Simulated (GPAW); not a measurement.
Consider PNO (Cc).

```
P O N
1.0
     3.27800   -3.28611    0.00000
     3.27800    3.28611    0.00000
    -3.02855    0.00000    3.48887
P O N
2 2 2
Direct
  0.26959 0.98969 0.49983
  0.98969 0.26959 0.99983
  0.11691 0.99922 0.74980
  0.99922 0.11691 0.24980
  0.25714 0.61746 0.25037
  0.61746 0.25714 0.75037
```

Absorber: atom 1, with 2 N at 1.55 Å and 2 O at 1.60 Å (tetrahedral, site symmetry 1). Method: GPAW, LDA, full core hole (charged cell), 24-atom cell with 6.6 Å between holes, 3×3×3 k points, dipole transitions, Gaussian full width 0.9 eV up to 4 eV, rising linearly to 3.5 eV at 25 eV.

Question: Where do the maxima of the P K edge fall?

Main maxima up to 24 eV above the zero (height): 0.2 eV (4.46), 1.3 eV (2.78), 5.7 eV (0.80) and 15.8 eV (0.94). A K edge sees empty p states on the absorber. The total-energy difference plus the lowest empty eigenvalue puts the zero at 2153.94 eV. One term is added: -15.84 eV, since the hole is spin-paired here and a spin-polarised one costs that much less in the free atom (computed apart). The photon energy is then 2138.10 eV. The functional and the charged cell's background leave an error in such absolute values: in the free atom LDA prices this hole 8.5 eV below PBE (computed apart), and PBE is itself good to a few eV.

The P K spectrum (energy from the lowest empty level; intensity scaled to a mean of 1 over the first 20 eV; polarised curves are means over the symmetry-equivalent atoms):

| E (eV) | isotropic | ε ∥ x | ε ∥ y | ε ∥ z |
| --- | --- | --- | --- | --- |
| -2.0 | 0.00 | 0.00 | 0.00 | 0.00 |
| -1.5 | 0.00 | 0.00 | 0.00 | 0.00 |
| -1.0 | 0.05 | 0.06 | 0.01 | 0.07 |
| -0.5 | 0.94 | 1.10 | 0.35 | 1.37 |
| 0.0 | 3.87 | 3.96 | 2.70 | 4.95 |
| 0.5 | 3.79 | 2.85 | 5.01 | 3.52 |
| 1.0 | 2.62 | 1.58 | 5.27 | 1.02 |
| 1.5 | 2.71 | 3.16 | 3.29 | 1.68 |
| 2.0 | 1.80 | 2.62 | 0.90 | 1.88 |
| 2.5 | 1.08 | 1.31 | 0.59 | 1.34 |
| 3.0 | 0.88 | 0.92 | 0.72 | 0.99 |
| 3.5 | 0.93 | 0.95 | 0.86 | 0.97 |
| 4.0 | 0.80 | 0.76 | 0.77 | 0.87 |
| 4.5 | 0.59 | 0.53 | 0.57 | 0.66 |
| 5.0 | 0.63 | 0.61 | 0.60 | 0.69 |
| 5.5 | 0.78 | 0.71 | 0.71 | 0.92 |
| 6.0 | 0.78 | 0.65 | 0.68 | 1.01 |
| 6.5 | 0.73 | 0.55 | 0.62 | 1.02 |
| 7.0 | 0.76 | 0.56 | 0.62 | 1.10 |
| 7.5 | 0.77 | 0.67 | 0.63 | 1.03 |
| 8.0 | 0.72 | 0.76 | 0.66 | 0.75 |
| 8.5 | 0.63 | 0.73 | 0.68 | 0.49 |
| 9.0 | 0.57 | 0.64 | 0.66 | 0.40 |
| 9.5 | 0.55 | 0.58 | 0.62 | 0.45 |
| 10.0 | 0.56 | 0.54 | 0.56 | 0.58 |
| 10.5 | 0.57 | 0.52 | 0.52 | 0.68 |
| 11.0 | 0.57 | 0.53 | 0.50 | 0.67 |
| 11.5 | 0.55 | 0.57 | 0.51 | 0.57 |
| 12.0 | 0.54 | 0.61 | 0.55 | 0.46 |
| 12.5 | 0.55 | 0.65 | 0.60 | 0.40 |
| 13.0 | 0.60 | 0.72 | 0.69 | 0.40 |
| 13.5 | 0.69 | 0.83 | 0.78 | 0.44 |
| 14.0 | 0.78 | 0.93 | 0.88 | 0.53 |
| 14.5 | 0.86 | 0.99 | 0.96 | 0.64 |
| 15.0 | 0.91 | 0.99 | 1.00 | 0.75 |
| 15.5 | 0.94 | 0.97 | 1.00 | 0.84 |
| 16.0 | 0.94 | 0.96 | 0.98 | 0.87 |
| 16.5 | 0.93 | 0.96 | 0.94 | 0.87 |
| 17.0 | 0.92 | 0.97 | 0.92 | 0.86 |
| 17.5 | 0.92 | 0.99 | 0.92 | 0.85 |
| 18.0 | 0.93 | 1.00 | 0.93 | 0.86 |
| 18.5 | 0.94 | 1.00 | 0.94 | 0.87 |
| 19.0 | 0.93 | 0.98 | 0.93 | 0.89 |
| 19.5 | 0.93 | 0.94 | 0.92 | 0.91 |
| 20.0 | 0.91 | 0.90 | 0.91 | 0.92 |
| 20.5 | 0.89 | 0.86 | 0.88 | 0.92 |
| 21.0 | 0.85 | 0.82 | 0.84 | 0.89 |
| 21.5 | 0.80 | 0.77 | 0.79 | 0.84 |
| 22.0 | 0.73 | 0.71 | 0.72 | 0.77 |
| 22.5 | 0.66 | 0.64 | 0.65 | 0.68 |
| 23.0 | 0.58 | 0.57 | 0.57 | 0.59 |
| 23.5 | 0.50 | 0.49 | 0.50 | 0.52 |
| 24.0 | 0.44 | 0.43 | 0.43 | 0.46 |
| 24.5 | 0.39 | 0.38 | 0.38 | 0.41 |
| 25.0 | 0.35 | 0.34 | 0.34 | 0.37 |
| 25.5 | 0.33 | 0.32 | 0.32 | 0.35 |
| 26.0 | 0.31 | 0.30 | 0.31 | 0.33 |
| 26.5 | 0.31 | 0.30 | 0.30 | 0.31 |
| 27.0 | 0.30 | 0.30 | 0.31 | 0.31 |
| 27.5 | 0.31 | 0.30 | 0.31 | 0.30 |
| 28.0 | 0.31 | 0.31 | 0.31 | 0.31 |
| 28.5 | 0.31 | 0.31 | 0.31 | 0.32 |
| 29.0 | 0.32 | 0.31 | 0.31 | 0.33 |
| 29.5 | 0.32 | 0.32 | 0.31 | 0.35 |
| 30.0 | 0.33 | 0.32 | 0.31 | 0.37 |

The mesh is coarse (0.36 Å⁻¹ between points), so small maxima may be mesh ripples. Lifetime broadening is put in by hand, and intensities beyond about 20 eV depend on it and on the partial waves; weight that the partial waves miss at high energy is lost. The structure is a computed Materials Project entry and may be a hypothetical form.

[Banner, clock and machine lines of the logs are left out without a mark of their own.]

[Logs are printed without paths, hosts, clocks, repeated set-up lines and the standing remarks that a program may print on its own settings, such as how far it seeks lower states.]

[Hosts, paths, dates, database ids (printed as entryN), source tags and the programs' standing remarks are cut or masked in the printed files.]

[Lists of maxima count a maximum above −3 eV only where it reaches 4 % of the highest in the window and stands out from its surroundings by 2 % of it (1.5 % where it reaches 55 %); shoulders and weaker maxima are passed over, and of the rest the first, up to two pre-edge ones and the few strongest are named.]
